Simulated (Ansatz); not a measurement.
# Changed inputs in constrained RPA: OsBr2 (1T sheet)

Wanted: the sensitivity and cost of U and J for OsBr2 (1T sheet).

Calculated with Ansatz 0.2.0; constrained RPA on LDA, plane waves, PAW.

## Step 1: The structure

The cell holds 3 atoms: 1 Os and 2 Br. Cell: a = 3.752 Å, b = 3.752 Å, c = 30.253 Å, α = 90.0°, β = 90.0°, γ = 120.0°. Vacuum lies along c.

The structure was relaxed with LDA. The structure was generated from a model, not taken from a measurement. The runs that relaxed it are not among those shown. The program's search for lower electronic states was switched off, so nothing shows that the state found is the lowest. Spin-orbit coupling is left out unless a step names it. The default PAW set here is soft_2. Its files were made with PBE. The Coulomb interaction is cut off across the vacuum.

## Step 2: Base: Os eg, bands c1 to c2, 6×6×1 mesh, medium accuracy

Constrained RPA screens the interaction with every transition except those inside the target bands, which a later many-body model would treat itself.

File input.yaml:

```yaml
crystal:
  lattice:
    - [0.0, 2.65290628, 2.65290628]
    - [2.65290628, -2.65290628, 0.0]
    - [17.46662, 17.46662, -17.46662]
  atoms:
    - { symbol: Os, position: [0.0, 0.0, 0.3177617107] }
    - { symbol: Br, position: [0.3333333333, 0.6666666667, 0.3584294987] }
    - { symbol: Br, position: [0.6666666667, 0.3333333333, 0.2770939227] }
  periodic: [true, true, false]
kpoints:
  mp_grid: { grid: [6, 6, 1] }
hamiltonian:
  xc: lda
scf:
  occupations: { method: gaussian, width: 0.08 }
  n_extra_bands: 19
  max_iter: 150
  lower_state_search: "off"
output:
  crpa:
    kmesh: [6, 6, 1]
    target_bands: [c1, c2]
    projections: [{ species: Os, l: d, shell: 5, orbitals: [dz2, dx2-y2] }]
  local_orbitals:
    kmesh: [12, 12, 1]
    orbitals: [{ species: Os, l: d, shell: 5, orbitals: [dz2, dx2-y2] }]
    window: { bands: [c1, c2] }
    seedname: lo
```

On the command line:

```
> ansatz run input.yaml --threads 4 --pin off --max-ram 14745MiB --backend cpu --events-out ev --progress --plain --runs-dir out
```

Numbers of over 12 decimals in the logs are rounded to 6 here.

Log:

```text
scf.n_extra_bands = 19 over 15 filled bands (N_el = 30.0): the run solves 34 bands
Engine: ansatz 0.2.0, aarch64-unknown-linux-gnu
Pseudopotentials: kind: paw
Pseudopotential: Os, paw, valence charge 16, recommended cutoff 420 eV (normal), Os.paw.azcp
Pseudopotential: Br, paw, valence charge 7, recommended cutoff 420 eV (normal), Br.paw.azcp
Functional definition: SPW92
  exchange = slater_x
  correlation = pw_c
Crystal: 3 atoms, lattice volume = 368.786 Å³
Basis set: ecut = 420 eV, 7253 PW (Γ)
Bands: 34, of which v1, the nominal top of the filled ones, is band 15 counted from 1 (14 counted from 0)
Symmetry: 12 space group operations
Space group: P-3m1 (ITA 164), of the structure as read, at distance tolerance 7.2e-5 Å
k-points: 7 of 36
Non-local potential: Os, projectors of the file, l = 0: 3, l = 1: 2, l = 2: 2, l = 3: 1
Non-local potential: Br, projectors of the file, l = 0: 2, l = 1: 2, l = 2: 2
PAW form: soft (Blöchl's): semilocal exchange-correlation on the pseudo side does not see the compensation charge
PAW frozen core: Os, regenerated for the run's functional, and the local potential with it (the file was generated under x = pbe(κ = 0.804, μ = 0.219515), c = pbe(β = 0.066725))
PAW frozen core: Br, regenerated for the run's functional, and the local potential with it (the file was generated under x = pbe(κ = 0.804, μ = 0.219515), c = pbe(β = 0.066725))
PAW one-centre angular grid: Os, 590 points (default); XC on 64 Gauss nodes
PAW one-centre angular grid: Br, 110 points (default); XC on 64 Gauss nodes
Initial density: superposition of atomic densities (neutral atoms: chi_scale 0, normalization atom), corrected by the library's trained network
Initial wavefunctions: pseudopotential atomic-orbital guess
Functional: x = slater, c = lda
SCF iter   1: F=—  HF=-16505.047442 eV  |F-HF|=—  |Δ(HF+E_count)|=         —  Δρ=4.45e-3  dr2=4.32e-2  ethr=1.77e-3  ⟨swp⟩=13.0  Hψ=2119  notcnv=0  defer=47
preconditioner: auto → none  [insulator: Δε(μ)=1.289 eV  Ē_g=13.614 eV  σ=0.080 eV  W_gap=1.00  n_scr=16 (ndim 8)  ℏωp=9.1 eV  f_vac=0.787  D(μ)=0.00/eV (n_scr^D=0)  ε∞_Penn≈1.4]
SCF iter   2: F=—  HF=-16505.040101 eV  |F-HF|=—  |Δ(HF+E_count)|=   7.34e-3  Δρ=2.25e-3  dr2=1.79e-2  ethr=1.44e-4  ⟨swp⟩=3.7  Hψ=494  notcnv=0  defer=66
SCF iter   3: F=—  HF=-16505.038650 eV  |F-HF|=—  |Δ(HF+E_count)|=   1.45e-3  Δρ=1.39e-3  dr2=8.42e-3  ethr=5.97e-5  ⟨swp⟩=2.3  Hψ=250  notcnv=0  defer=66
SCF iter   4: F=—  HF=-16505.037277 eV  |F-HF|=—  |Δ(HF+E_count)|=   1.37e-3  Δρ=6.02e-4  dr2=6.49e-4  ethr=2.81e-5  ⟨swp⟩=2.9  Hψ=225  notcnv=0  defer=66
SCF iter   5: F=—  HF=-16505.037354 eV  |F-HF|=—  |Δ(HF+E_count)|=   7.68e-5  Δρ=1.33e-4  dr2=2.63e-5  ethr=2.16e-6  ⟨swp⟩=3.3  Hψ=309  notcnv=0  defer=66
SCF iter   6: F=—  HF=-16505.037375 eV  |F-HF|=—  |Δ(HF+E_count)|=   2.08e-5  Δρ=2.39e-5  dr2=1.54e-6  ethr=8.78e-8  ⟨swp⟩=2.7  Hψ=343  notcnv=0  defer=76
SCF iter   7: F=-16505.037377 eV  HF=-16505.037377 eV  |F-HF|=1.15e-7  |Δ(HF+E_count)|=   2.56e-6  Δρ=3.27e-6  dr2=1.89e-8  ethr=3.33e-10  ⟨swp⟩=18.9  Hψ=2335  notcnv=0
SCF 1 converged in 7 iterations: F = -16505.037377 eV  dr2 = 1.89e-8
[...]
NSCF: frozen V_eff on 22 k-points
NSCF: frozen V_eff on 7 k-points
[...]
cRPA screening: q 1/36
cRPA screening: q 2/36
cRPA screening: q 8/36 (q-point 3)
cRPA screening: q 14/36 (q-point 4)
cRPA screening: q 17/36 (q-point 8)
cRPA screening: q 23/36 (q-point 9)
cRPA screening: q 35/36 (q-point 15)
SCF converged after 7 iterations
Free energy (F): -16505.037377 eV
Harris-Foulkes:  -16505.037377 eV  (|F-HF|=1.15e-7)
Internal energy: -16505.037377 eV  (E = F + TS)
E sigma→0 (E₀):  -16505.037377 eV
Fermi energy:    -3.842007 eV
--- Per-component energies (eV) ---
  E_band       = -711.740293
  E_kinetic    = 838.968234
  E_local      = -44805.900161  (includes V_loc(G=0)·N_el)
  E_nonlocal   = 148.300383
  E_hartree    = 21921.452947
  E_xc         = -787.969412
  E_vxc        = -494.371925  (∫ρ·V_xc dr)
  E_paw        = -13070.388627  (= ΣΔE_a)
  E_vpaw       = -241.639653  (= ΣTr[D̂ρ^β])
  E_aug_tail   = -0.000071  (compensation charges beyond the density's cutoff)
  E_ewald      = 19249.723573
  E_core_change = 0.775757  (= ΣΔE_core)
  E_smearing   = -0.000000  (= −TS)
  E_closure    = -0.000000  (closes the sum)
  Σ components = -16505.037377   (vs F -16505.037377, Δ=0.00e0)
--- Band table (eV; the first three rows and the last of 7) ---
  k-point 0: bands = [... 11 lower, -7.7855, -6.0594, -6.0594, -4.9227, -2.0820, -2.0820, -1.6597 (-1.6597°), -0.6066 (-0.6066°), ... 15 higher]
  k-point 1: bands = [... 11 lower, -7.6930, -5.8681, -5.4394, -4.5296, -3.1544, -2.4002, -0.8289 (-0.8289°), -0.0949 (-0.0966°), ... 15 higher]
  k-point 2: bands = [... 11 lower, -8.0456, -5.9021, -5.0804, -4.7106, -3.0098, -2.4126, -0.5142, 0.6561 (0.6560°), ... 15 higher]
  k-point 6: bands = [... 11 lower, -9.1586, -5.6570, -4.8020, -4.8020, -2.8233, -2.8233, 0.8893, 2.4037, ... 15 higher]
  ° read free of the cell's end (the report's vacuum.weakly_bound_levels)
  °? not known for the slab's own: over its row's bound_up_to_ev there, or no deeper under its free states than its continued_xc_part_ev in size
--- cRPA (band scheme, projected local orbitals): target bands 16..17 (1-based), 2 Wannier function(s), 6×6×1 mesh, 34 bands' worth read of 39 solved, ecut_chi 136.0 eV, v(q+G=0) probe_charge, pair densities all_electron ---
  bands read: the sum over 34 bands ends inside a degenerate multiplet in 2 slots, whose members it reads at an even weight; the widest, k=14: bands 34 to 35 (counted from 1) at 1/2 each
  χ-basis size per q: N_G = 1310..1353
  window electrons = 0.0000, filled by tetrahedron_uncorrected; constrained ε̄⁻¹(q = 0, 0) head = 0.566972; min gauge Gram eig = 0.4638
  Kanamori averages over each shell's own Wannier functions (sites counted from 0, functions from 1):
    Site 0, 5D, 2 of 5 d orbitals (Wannier functions 1, 2; wannier90's mr 1, 4):
      screened: U = 2.1223 eV, U' = 1.6764 eV, J = 0.2229 eV
      screened, to within: U = 4.3e-3 eV, U' = 4.3e-3 eV, J = 4.5e-4 eV
      bare: V = 8.4355 eV, V' = 7.6851 eV, J = 0.3752 eV
  Hermiticity witness max|P − P†| over intra, direct and exchange elements: 1.78e-15 eV (screened), 2.62e-17 eV (bare)
  Reality witness max|Im| over intra, direct and exchange elements: 1.23e-16 eV (screened), 4.11e-17 eV (bare)
```

It took 1.7 min on 4 threads of Arm Neoverse V1, shared host; peak memory 1.9 GiB; 6.6 min of CPU time.

The column dr2 measures how far the density is from self-consistency, as an energy; F and HF (Harris–Foulkes) agree once it is small.

This step gave:

```yaml
u: 2.122 eV
u_prime_inter_orbital: 1.676 eV
j: 0.2229 eV
bare_v: 8.436 eV
bare_j: 0.3752 eV
stated_bound_on_u: 0.004221 eV
u_over_bare_v: 0.2516
electrons_in_the_window: 0
head_of_the_constrained_inverse_dielectric_matrix: 0.5670
least_eigenvalue_of_the_projection_s_overlap: 0.4638
target_functions: 2
bands_in_the_sums: 34
r_m_s_miss_of_the_model_bands: 0.002339 eV
width_of_the_target_bands: 1.253 eV
weight_of_the_projected_orbitals_in_the_window: 0.5728
```

On the Os eg shell, screening brings the on-site interaction from 8.4 eV down to U = 2.12 eV.

## Step 3: Changed: 3×3×1 mesh

input.yaml, as its differences from that of step 2:

```diff
@@ -21,9 +21,4 @@
   crpa:
-    kmesh: [6, 6, 1]
+    kmesh: [3, 3, 1]
     target_bands: [c1, c2]
     projections: [{ species: Os, l: d, shell: 5, orbitals: [dz2, dx2-y2] }]
-  local_orbitals:
-    kmesh: [12, 12, 1]
-    orbitals: [{ species: Os, l: d, shell: 5, orbitals: [dz2, dx2-y2] }]
-    window: { bands: [c1, c2] }
-    seedname: lo
```

Log:

```text
[...]
Crystal: 3 atoms, lattice volume = 368.786 Å³
Basis set: ecut = 420 eV, 7253 PW (Γ)
Bands: 34, of which v1, the nominal top of the filled ones, is band 15 counted from 1 (14 counted from 0)
Symmetry: 12 space group operations
[...]
k-points: 7 of 36
[...]
SCF iter   1: F=—  HF=-16505.047442 eV  |F-HF|=—  |Δ(HF+E_count)|=         —  Δρ=4.45e-3  dr2=4.32e-2  ethr=1.77e-3  ⟨swp⟩=13.0  Hψ=2119  notcnv=0  defer=47
[...]
SCF iter   7: F=-16505.037377 eV  HF=-16505.037377 eV  |F-HF|=1.15e-7  |Δ(HF+E_count)|=   2.56e-6  Δρ=3.27e-6  dr2=1.89e-8  ethr=3.33e-10  ⟨swp⟩=18.9  Hψ=2335  notcnv=0
SCF 1 converged in 7 iterations: F = -16505.037377 eV  dr2 = 1.89e-8
[...]
NSCF: frozen V_eff on 3 k-points
[...]
cRPA screening: q 1/9
cRPA screening: q 2/9
cRPA screening: q 8/9 (q-point 5)
SCF converged after 7 iterations
Free energy (F): -16505.037377 eV
[...]
Internal energy: -16505.037377 eV  (E = F + TS)
E sigma→0 (E₀):  -16505.037377 eV
Fermi energy:    -3.842007 eV
[...]
--- Band table (eV; the first three rows and the last of 7) ---
  k-point 0: bands = [... 11 lower, -7.7855, -6.0594, -6.0594, -4.9227, -2.0820, -2.0820, -1.6597 (-1.6597°), -0.6066 (-0.6066°), ... 15 higher]
  k-point 1: bands = [... 11 lower, -7.6930, -5.8681, -5.4394, -4.5296, -3.1544, -2.4002, -0.8289 (-0.8289°), -0.0949 (-0.0966°), ... 15 higher]
  k-point 2: bands = [... 11 lower, -8.0456, -5.9021, -5.0804, -4.7106, -3.0098, -2.4126, -0.5142, 0.6561 (0.6560°), ... 15 higher]
  k-point 6: bands = [... 11 lower, -9.1586, -5.6570, -4.8020, -4.8020, -2.8233, -2.8233, 0.8893, 2.4037, ... 15 higher]
  ° read free of the cell's end (the report's vacuum.weakly_bound_levels)
[...]
χ-basis size per q: N_G = 1326..1353
[...]
Site 0, 5D, 2 of 5 d orbitals (Wannier functions 1, 2; wannier90's mr 1, 4):
      screened: U = 2.2306 eV, U' = 1.7658 eV, J = 0.2324 eV
      screened, to within: U = 5.0e-3 eV, U' = 5.0e-3 eV, J = 5.2e-4 eV
      bare: V = 8.8167 eV, V' = 8.0400 eV, J = 0.3883 eV
[...]
```

Elapsed: 30 s, on 4 threads; peak memory 1.7 GiB.

Numbers from this step:

```
U                                                 : 2.231 eV
U prime (inter-orbital)                           : 1.766 eV
J                                                 : 0.2324 eV
bare V                                            : 8.817 eV
bare J                                            : 0.3883 eV
stated bound on U                                 : 0.004902 eV
U over bare V                                     : 0.2530
electrons in the window                           : 0
head of the constrained inverse dielectric matrix : 0.5554
least eigenvalue of the projection's overlap      : 0.4638
target functions                                  : 2
bands in the sums                                 : 34
width of the target bands                         : 1.253 eV
weight of the projected orbitals in the window    : 0.5728
```

On the Os eg shell, screening brings the on-site interaction from 8.8 eV down to U = 2.23 eV.

## Step 4: Changed: smooth pair densities

input.yaml, as its differences from that of step 3:

```diff
@@ -21,4 +21,5 @@
   crpa:
-    kmesh: [3, 3, 1]
+    kmesh: [6, 6, 1]
     target_bands: [c1, c2]
     projections: [{ species: Os, l: d, shell: 5, orbitals: [dz2, dx2-y2] }]
+    pair_densities: pseudo
```

Log:

```text
[...]
Crystal: 3 atoms, lattice volume = 368.786 Å³
Basis set: ecut = 420 eV, 7253 PW (Γ)
Bands: 34, of which v1, the nominal top of the filled ones, is band 15 counted from 1 (14 counted from 0)
Symmetry: 12 space group operations
[...]
k-points: 7 of 36
[...]
° read free of the cell's end (the report's vacuum.weakly_bound_levels)
[...]
χ-basis size per q: N_G = 1310..1353
[...]
Site 0, 5D, 2 of 5 d orbitals (Wannier functions 1, 2; wannier90's mr 1, 4):
      screened: U = 2.1333 eV, U' = 1.6733 eV, J = 0.2300 eV
      screened, to within: U = 3.1e-3 eV, U' = 3.1e-3 eV, J = 2.9e-4 eV
      screened, sum over states alone: U = 2.3146 eV, U' = 1.7496 eV, J = 0.2825 eV
      bare: V = 8.4355 eV, V' = 7.6851 eV, J = 0.3752 eV
[...]
[key lines of the parts left out:]
SCF converged after 7 iterations
Free energy (F): -16505.037377 eV
Fermi energy:    -3.842007 eV
```

Run time: 88 s. Hardware: 4 threads; peak memory 1.8 GiB; 5.6 min of CPU time.

This step gave:

```yaml
u: 2.133 eV
u_prime_inter_orbital: 1.673 eV
j: 0.2300 eV
bare_v: 8.436 eV
bare_j: 0.3752 eV
stated_bound_on_u: 0.003012 eV
u_over_bare_v: 0.2529
electrons_in_the_window: 0
head_of_the_constrained_inverse_dielectric_matrix: 0.5672
least_eigenvalue_of_the_projection_s_overlap: 0.4638
target_functions: 2
bands_in_the_sums: 34
width_of_the_target_bands: 1.253 eV
weight_of_the_projected_orbitals_in_the_window: 0.5728
```

On the Os eg shell, screening brings the on-site interaction from 8.4 eV down to U = 2.13 eV.

## Step 5: Changed: sums over states

input.yaml, as its differences from that of step 4:

```diff
@@ -24,2 +24,4 @@
     projections: [{ species: Os, l: d, shell: 5, orbitals: [dz2, dx2-y2] }]
-    pair_densities: pseudo
+    accuracy: sum_over_states
+    n_empty_bands: 30
+    ecut_chi: 250
```

Log:

```text
[...]
Crystal: 3 atoms, lattice volume = 368.786 Å³
Basis set: ecut = 420 eV, 7253 PW (Γ)
Bands: 34, of which v1, the nominal top of the filled ones, is band 15 counted from 1 (14 counted from 0)
Symmetry: 12 space group operations
[...]
k-points: 7 of 36
[...]
χ-basis size per q: N_G = 3279..3363
[...]
U and J over all bands: no bound (output.crpa.accuracy: sum_over_states); those below are of the sums over the bands read on the sphere of ecut_chi, with what the atoms add
[...]
Site 0, 5D, 2 of 5 d orbitals (Wannier functions 1, 2; wannier90's mr 1, 4):
      screened: U = 2.2393 eV, U' = 1.7193 eV, J = 0.2600 eV
      bare: V = 8.4355 eV, V' = 7.6851 eV, J = 0.3752 eV
[...]
[key lines of the parts left out:]
SCF converged after 7 iterations
Free energy (F): -16505.037377 eV
Fermi energy:    -3.842007 eV
```

Wall time 35 s (4 threads); peak memory 1.4 GiB.

This variant gives U = 2.24 eV against 2.12 eV. It is a finite sum over empty states with no bound on its error and stays out of the table below.

[end of part 1 of 2]

[Paths, hosts, dates, memory and timing lines, banners, echoed tables and standing remarks are left out of the program output.]

[Logs are printed without paths, hosts, clocks, repeated set-up lines and the standing remarks that a program may print on its own settings, such as how far it seeks lower states.]

[Runs of the session that timed out or met a known fault of the program may be left out.]

[Hosts, paths, dates, database ids (printed as entryN), source tags and the programs' standing remarks are cut or masked in the printed files.]
